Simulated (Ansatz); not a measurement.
# ScAlSe3 (model cell, started as cubic perovskite with Al in the octahedra): a soft mode frozen in

Wanted: the energy along a soft mode of ScAlSe3 (model cell, started as cubic perovskite with Al in the octahedra) and the structure at the end.

Main program and level: Ansatz 0.2.0; DFT PBE, scalar-relativistic, plane waves, PAW; PAW set soft_1.

Most raw output is cut from this account.

The structure was built from a prototype and need not be the compound's stable phase.

**1. The structure**

It takes space group Pm-3m (No. 221, cubic). The conventional cell has a = 4.862 Å, b = 4.862 Å, c = 4.862 Å, α = 90.00°, β = 90.00°, γ = 90.00°. Nearest to Sc lie 12 Se at 3.44 Å. Nearest to Al lie 6 Se at 2.43 Å. Nearest to Se lie 2 Al at 2.43 Å and 4 Sc at 3.44 Å. Farther neighbours and most contacts between anions are not listed.

**2. Phonons on a q mesh**

The cell comes from relaxations at this level that are not shown. Stability and thermal properties need the whole zone. Linear response on a 2×2×2 q mesh gives force constants as far as a supercell of that size would.

Input file input.yaml:

```yaml
crystal:
  lattice:
    - [4.8618479548, 0.0, 0.0]
    - [0.0, 4.8618479548, 0.0]
    - [0.0, 0.0, 4.8618479548]
  atoms:
    - { symbol: Sc, position: [0.0, 0.0, 0.0] }
    - { symbol: Al, position: [0.5, 0.5, 0.5] }
    - { symbol: Se, position: [0.5, 0.5, 0.0] }
    - { symbol: Se, position: [0.5, 0.0, 0.5] }
    - { symbol: Se, position: [0.0, 0.5, 0.5] }
kpoints:
  mp_grid: { grid: [8, 8, 8] }
hamiltonian:
  xc: pbe
  pseudopotentials: { kind: paw, azcp: { folder: soft_1 } }
scf:
  occupations: { method: methfessel_paxton, width: 0.2 }
output:
  eigenvalues: true
phonons:
  method: dfpt
  qmesh: [2, 2, 2]
  temperatures: { t_max: 1000, t_step: 50 }
  qpath:
    path:
      - [[0.0, 0.0, 0.0], [0.0, 0.5, 0.0], [0.5, 0.5, 0.0], [0.0, 0.0, 0.0], [0.5, 0.5, 0.5], [0.0, 0.5, 0.0]]
      - [[0.5, 0.5, 0.5], [0.5, 0.5, 0.0]]
    npoints: 10
```

The run is started by

```sh
> ansatz run input.yaml --threads 4 --pin off --max-ram 16384MiB --backend cpu --events-out ev --progress --plain --runs-dir out
```

The job ended after 5 min (4 threads of Arm Neoverse V2, shared host; peak memory 1.7 GiB).

This step gave:

| Quantity | Value |
| --- | --- |
| volume per atom | 22.98 Å³ |
| gap on the k-mesh | 0 eV |
| sum-rule residual before enforcement | 2.18e-5 eV/Å² |
| lowest frequency on the path | -187.0 cm⁻¹ |
| point group | m-3m |
| highest frequency on the path or at a solved wavevector | 337 cm⁻¹ |
| highest optical mode at the zone centre (no LO-TO term) | 335.2 cm⁻¹ |
| lowest optical zone-centre mode | -187.0 cm⁻¹ |
| lowest mode on the q mesh (acoustic modes at Γ apart) | -187.0 cm⁻¹ |

Frequencies (cm⁻¹) solved at each irreducible wavevector; negative means imaginary. Frequencies by wavevector, by row:

| q in reciprocal lattice units | star | mode 1 | mode 2 | mode 3 | mode 4 | mode 13 | mode 14 | mode 15 |
| --- | --- | --- | --- | --- | --- | --- | --- | --- |
| 0 0 0 | 1 | -187 | -187 | -187 | -119.6 | 335.2 | 335.2 | 335.2 |
| 0 0 -0.5 | 3 | -169.1 | -169.1 | -112.7 | -90.1 | 311.7 | 334 | 334 |
| 0 -0.5 -0.5 | 3 | -175.1 | -175.1 | -153.3 | -88.4 | 323.5 | 323.5 | 332.4 |
| -0.5 -0.5 -0.5 | 1 | -183.2 | -183.2 | -183.2 | -175.2 | 337 | 337 | 337 |

Interpolated from a 2×2×2 q mesh. Phonon branches along the path, in cm⁻¹:

```
    point  branch 1  branch 2  branch 3  branch 4  branch 12  branch 13  branch 14  branch 15
        Γ      -187      -187      -187      -120         59        335        335        335
  halfway      -178      -178      -144      -116        152        327        335        335
        X      -169      -169      -113       -90        218        312        334        334
  halfway      -172      -145      -144      -137        223        318        330        333
        M      -175      -175      -153       -88        248        324        324        332
  halfway      -170      -161      -146      -131        172        326        332        334
        Γ      -187      -187      -187      -120         59        335        335        335
  halfway      -168      -168      -139      -132        190        327        327        336
        R      -183      -183      -183      -175        268        337        337        337
  halfway      -164      -164      -156      -149        230        324        329        336
        X      -169      -169      -113       -90        218        312        334        334
jump to R      -183      -183      -183      -175        268        337        337        337
  halfway      -178      -178      -165      -148        251        330        330        335
        M      -175      -175      -153       -88        248        324        324        332
```

Symmetry leaves 4 wavevectors to solve. The lowest mode among them, the acoustic zeros apart, lies at Γ and is imaginary, 187.0i cm⁻¹, so the energy falls along it.

**3. The mode frozen in, largest atomic shift 0 Å**

The mode followed lies at q = (-0.5, -0.5, -0.5) with frequency 183.2i cm⁻¹ and is 3-fold degenerate, one of the unstable modes though not the softest. At small amplitude the distorted cell has space group no. 139 by a symmetry search on the positions. The undistorted cell that holds it gives the zero of energy on the same k mesh.

System of this step: ScAlSe3 (model cell, started as cubic perovskite with Al in the octahedra). Symmetry: Pm-3m, No. 221, cubic system. Conventional cell: a = 4.862 Å, b = 4.862 Å, c = 4.862 Å, α = 90.00°, β = 90.00°, γ = 90.00°. Sc has 12 Se at 3.44 Å nearest. Nearest to Al lie 6 Se at 2.43 Å. Nearest to Se lie 2 Al at 2.43 Å and 4 Sc at 3.44 Å. Farther neighbours and most contacts between anions are not listed.

input.yaml, the sections that differ from step 2:

```yaml
crystal:
  lattice:
    - [4.8618479548, 4.8618479548, 0.0]
    - [4.8618479548, 0.0, 4.8618479548]
    - [4.8618479548, 0.0, -4.8618479548]
  atoms:
    - { symbol: Sc, position: [0.0, 0.0, 0.0] }
    - { symbol: Sc, position: [0.0, 0.5, 0.5] }
    - { symbol: Al, position: [0.5, 0.25, 0.75] }
    - { symbol: Al, position: [0.5, 0.75, 0.25] }
    - { symbol: Se, position: [0.5, 0.0, 0.0] }
    - { symbol: Se, position: [0.5, 0.5, 0.5] }
    - { symbol: Se, position: [0.0, 0.5, 0.0] }
    - { symbol: Se, position: [0.0, 0.0, 0.5] }
    - { symbol: Se, position: [0.5, 0.0, 0.5] }
    - { symbol: Se, position: [0.5, 0.5, 0.0] }
output:
  forces: true
  stress: true
  eigenvalues: true
# kpoints, hamiltonian, scf: as in step 2
# phonons: removed
```

Elapsed: 9.5 s, on 4 threads; peak memory 0.94 GiB.

Numbers from this step:

```yaml
pressure: -0.01369 GPa
energy_from_the_undistorted_cell: 0 meV/atom
```

The run ends at a pressure of -0.01 GPa.

**4. The mode frozen in, largest atomic shift 0.6 Å**

The atoms are moved along the unstable eigenvector, the largest shift by 0.6 Å, with the cell fixed.

input.yaml, the sections that differ from step 3:

```yaml
crystal:
  lattice:
    - [4.8618479548, 4.8618479548, 0.0]
    - [4.8618479548, 0.0, 4.8618479548]
    - [4.8618479548, 0.0, -4.8618479548]
  atoms:
    - { symbol: Sc, position: [0.1234098651, -0.0617049325, -0.0617049325] }
    - { symbol: Sc, position: [-0.1234098651, 0.5617049325, 0.5617049325] }
    - { symbol: Al, position: [0.5, 0.25, 0.75] }
    - { symbol: Al, position: [0.5, 0.75, 0.25] }
    - { symbol: Se, position: [0.5, -0.0153174118, -0.0153174118] }
    - { symbol: Se, position: [0.5, 0.5153174118, 0.5153174118] }
    - { symbol: Se, position: [0.0, 0.5, 0.0] }
    - { symbol: Se, position: [0.0, 0.0, 0.5] }
    - { symbol: Se, position: [0.5, -0.0153174118, 0.5153174118] }
    - { symbol: Se, position: [0.5, 0.5153174118, -0.0153174118] }
# kpoints, hamiltonian, scf, output: as in step 3
```

Elapsed: 16 s, on 4 threads; peak memory 1.2 GiB.

Numbers from this step:

| Item | Value |
| --- | --- |
| pressure | 2.349 GPa |
| energy from the undistorted cell | -169.4 meV/atom |

The energy, extrapolated to zero smearing, is -169.43 meV/atom against the undistorted cell.

The run ends at a pressure of 2.35 GPa, with forces up to 1.5 eV/Å.

**5. Energy along the mode, all amplitudes (two of the runs are shown above)**

An imaginary frequency means negative curvature, so the energy should fall and then rise again as anharmonic terms take over.

This step gave:

| Quantity | Value |
| --- | --- |
| depth at the lowest point sampled | 169.4 meV/atom |
| largest atomic shift at that point | 0.6 Å |

The energy from the parent by largest atomic shift:

```
largest atomic shift (Å)  energy from the parent (meV/atom)
                   0.000                                  0
                   0.040                              -1.04
                   0.080                              -4.17
                   0.140                              -12.6
                   0.220                              -30.4
                   0.320                              -61.4
                   0.450                               -111
                   0.600                               -169
```

Displacement at unit largest shift by atom:

```
atom  x (Å)  y (Å)  z (Å)  size
 Sc1   0.00   1.00   0.00  1.00
 Sc2   0.00  -1.00   0.00  1.00
 Al3   0.00   0.00   0.00  0.00
 Al4   0.00   0.00   0.00  0.00
 Se5  -0.25   0.00   0.00  0.25
 Se6   0.25   0.00   0.00  0.25
 Se7   0.00   0.00   0.00  0.00
 Se8   0.00   0.00   0.00  0.00
 Se9   0.00   0.00  -0.25  0.25
Se10   0.00   0.00   0.25  0.25
```

The lowest of the steps tried is the last one, at 0.6 Å, 169 meV/atom below the parent; the bottom of the well need not coincide with a step.

**6. Relaxation from the frozen mode**

Starting from the lowest point found, all atoms and the cell are let go, so that strain and other modes of the same symmetry can join in.

input.yaml: that of step 4 with these lines changed.

```diff
@@ -27 +27,6 @@
   eigenvalues: true
+relax:
+  adjacent_minimum: "off"
+  f_tol: 0.002
+  max_steps: 120
+  cell: { stress_tol: 0.03 }
```

It took 2.8 min on 4 threads; peak memory 1.3 GiB; 11 min of CPU time.

Relaxation path:

| step | energy less that of the first step (eV) | largest force component (eV/Å) | pressure (GPa) | volume (Å³) |
| --- | --- | --- | --- | --- |
| 1 | 0.0000 | 1.4696 | 2.35 | 229.84 |
| 2 | -0.7069 | 0.6447 | 2.24 | 238.07 |
| 3 | -0.9920 | 0.5104 | 1.06 | 255.02 |
| 4 | -1.0290 | 0.1822 | -0.54 | 258.28 |
| 5 | -1.0414 | 0.1926 | -0.32 | 256.75 |
| 6 | -1.0467 | 0.0064 | -0.03 | 256.20 |
| 7 | -1.0468 | 0.0012 | 0.01 | 255.92 |
| 8* | -1.0498 | 0.0015 | 0.02 | 255.92 |
| 9 | -1.0498 | 0.0009 | 0.00 | 256.06 |
| 10* | -1.0498 | 0.0008 | 0.00 | 256.06 |

Relaxation steps marked * repeat the geometry before them on a plane-wave basis chosen anew for their cell, so energy and pressure can jump there.

Forces are held to the 16 operations that the run works with; a distortion that breaks them can't arise in this run.

```csv
"conventional cell, symmetrised",before,after,change
a (Å),6.876,6.959,+1.2 %
b (Å),6.876,6.959,+1.2 %
c (Å),9.724,10.575,+8.8 %
volume (Å³/atom),22.98,25.61,+11.4 %
```

The atoms that moved most (Å, as changes of fractional coordinates times the final cell):

```csv
atom,dx,dy,dz,length
Sc1,0.000,0.378,0.000,0.378
Sc2,0.000,-0.378,0.000,0.378
Se6,0.096,0.000,0.000,0.096
Se10,0.000,0.000,0.096,0.096
Se9,0.000,0.000,-0.096,0.096
Se5,-0.096,0.000,0.000,0.096
```

This step gave:

```
pressure        : 0.001348 GPa
volume per atom : 25.61 Å³
```

The distorted start has space group I4/mmm; the relaxation ends in I4/mmm.

**7. The new phase in its own primitive cell**

The relaxed structure is symmetrised, reduced to its primitive cell and relaxed tightly, as its phonons need.

input.yaml, the sections that differ from step 6:

```yaml
crystal:
  lattice:
    - [-3.4795809998, 3.4795809998, 5.2873149002]
    - [3.4795809998, -3.4795809998, 5.2873149002]
    - [3.4795809998, 3.4795809998, -5.2873149002]
  atoms:
    - { symbol: Sc, position: [0.8474854724, 0.8474854724, 0.0] }
    - { symbol: Sc, position: [0.1525145276, 0.1525145276, 0.0] }
    - { symbol: Al, position: [0.0, 0.5, 0.5] }
    - { symbol: Al, position: [0.5, 0.0, 0.5] }
    - { symbol: Se, position: [0.7750584329, 0.7750584329, 0.5501168658] }
    - { symbol: Se, position: [0.2249415671, 0.2249415671, 0.4498831342] }
    - { symbol: Se, position: [0.75, 0.25, 0.5] }
    - { symbol: Se, position: [0.25, 0.75, 0.5] }
    - { symbol: Se, position: [0.2249415671, 0.7750584329, 0.0] }
    - { symbol: Se, position: [0.7750584329, 0.2249415671, 0.0] }
relax:
  adjacent_minimum: "off"
  f_tol: 0.001
  max_steps: 60
  cell: { stress_tol: 0.01 }
# kpoints, hamiltonian, scf, output: as in step 6
```

Wall time 39 s (4 threads); peak memory 1.3 GiB.

Little changed from the start: no atom moved by 0.005 Å and no cell edge by 0.1 %.

Numbers from this step:

| Property | Result |
| --- | --- |
| pressure | 0.001347 GPa |

The largest force component left is 0.83 meV/Å and the pressure is 0.001 GPa, within the tolerances set. The cell now holds 25.61 Å³/atom.

**8. Modes of the new phase**

A relaxed structure may still be a saddle point, so its zone-centre modes are computed. No field response is asked, since the mesh shows no gap.

input.yaml: that of step 7 with these lines changed.

```diff
@@ -24,9 +24,4 @@
 output:
-  forces: true
-  stress: true
   eigenvalues: true
-relax:
-  adjacent_minimum: "off"
-  f_tol: 0.001
-  max_steps: 60
-  cell: { stress_tol: 0.01 }
+phonons:
+  method: dfpt
```

It took 34 min on 4 threads; peak memory 12 GiB; 2.2 h of CPU time.

Numbers from this step:

```yaml
sum_rule_residual_before_enforcement: 5.33e-5 eV/Å²
point_group: 4/mmm
highest_optical_mode_at_the_zone_centre_no_lo_to_term: 351.3 cm⁻¹
lowest_optical_zone_centre_mode: -130.1 cm⁻¹
```

Patterns of degenerate modes are one choice out of their space. The modes at Γ (shares of kinetic energy by element, %) (negative means imaginary):

```
mode  frequency (cm⁻¹)  symmetry  Sc %  Al %  Se %
   1            -130.1       A2u     1    87    12
   2            -126.1        Eg    26     0    74
   3            -126.1        Eg    26     0    74
   4            -100.8        Eu    22     1    78
   5            -100.8        Eu    22     1    78
   6               0.0  acoustic    15     9    77
   7               0.0  acoustic    15     9    77
   8               0.0  acoustic    15     9    77
   9              54.8       B2g     0     0   100
  10              80.8       B1u     0     0   100
  11              83.7        Eg    14     0    86
  12              83.7        Eg    14     0    86
  13              88.7        Eu    13    31    55
  14              88.7        Eu    13    31    55
  15             101.2       B1g     0     0   100
  16             129.8       A2u    25     2    73
  17             142.3        Eg    60     0    40
  18             142.3        Eg    60     0    40
  19             146.0       A2g     0     0   100
  20             155.1       A1g    15     0    85
  21             188.7        Eu    46     2    52
  22             188.7        Eu    46     2    52
  23             190.7       A2u    60     2    38
  24             203.1       B2u     0   100     0
  25             251.6       B1g     0     0   100
  26             261.9       A1g    85     0    15
  27             311.9        Eu     2    63    35
  28             311.9        Eu     2    63    35
  29             351.3        Eu     2    94     4
  30             351.3        Eu     2    94     4
```

Displacements in mode 1 (-130.1 cm⁻¹), the largest set to 1:
```
Sc1  0.00  0.00 -0.07
Sc2  0.00  0.00 -0.07
Al3  0.00  0.00  1.00
Al4  0.00  0.00  1.00
Se5  0.00  0.00 -0.15
Se6  0.00  0.00 -0.15
Se7  0.00  0.00  0.00
Se8  0.00  0.00  0.00
Se9  0.00  0.00 -0.15
Se10 0.00  0.00 -0.15
```

Displacements in mode 25 (251.6 cm⁻¹), the largest set to 1:
```
Sc1  0.00  0.00  0.00
Sc2  0.00  0.00  0.00
Al3  0.00  0.00  0.00
Al4  0.00  0.00  0.00
Se5  1.00 -1.00  0.00
Se6 -1.00  1.00  0.00
Se7  0.00  0.00 -0.62
Se8  0.00  0.00  0.62
Se9  1.00  1.00  0.00
Se10-1.00 -1.00  0.00
```

Before it was imposed, the acoustic sum rule was missed by 5.3e-5 eV/Å². Small misses are needed for a sound result but don't prove that mesh and cutoff are converged. The lowest optical mode is imaginary, 130.1i cm⁻¹, so the energy falls along it.

**9. Results**

```
unstable mode of the parent                                                      : q = (-0.5, -0.5, -0.5), 183i cm⁻¹
depth at the lowest point sampled                                                : 169 meV/atom
largest atomic shift at that point                                               : 0.6 Å
space group reached (within 0.01 Å)                                              : I4/mmm
energy gained over the parent (first relaxation, on the mesh of the frozen mode) : 275 meV/atom
volume per atom, phase reached                                                   : 25.6 Å³
lowest optical zone-centre mode, phase reached                                   : -130 cm⁻¹
highest optical mode at the zone centre (no LO-TO term), phase reached           : 351 cm⁻¹
```

**Reading.** Along this mode the structure falls into I4/mmm, 275 meV/atom below the parent. At the parent's cell the well is 169.4 meV/atom deep on the steps tried, with its lowest point at a shift of 0.6 Å. That is the last step tried, so the steps alone don't bracket the bottom of the well. Relaxing atoms and cell changes the gain by +105.14 meV/atom against the lowest step (energies at zero smearing). The new phase still has an imaginary mode at the zone centre of its cell, so it is a saddle point on the way to a lower structure. Of the 6 patterns followed to their end from this parent, this one ends 395 meV/atom above the lowest, Amm2. Each path keeps the symmetry of its pattern, so a lower phase may lie along a pattern not tried. With no gap, or one that is small against the smearing, the frequencies hang on the k mesh and the smearing, most of all near Kohn anomalies. A semilocal functional can close a gap that the real compound would have, so the metallic treatment may be an artefact of the level. The starting cell was built on a prototype and not taken from a measurement, so the phase need not exist.

[Logs are printed without paths, hosts, clocks, repeated set-up lines and the standing remarks that a program may print on its own settings, such as how far it seeks lower states.]

[Hosts, paths, dates, database ids (printed as entryN), source tags and the programs' standing remarks are cut or masked in the printed files.]
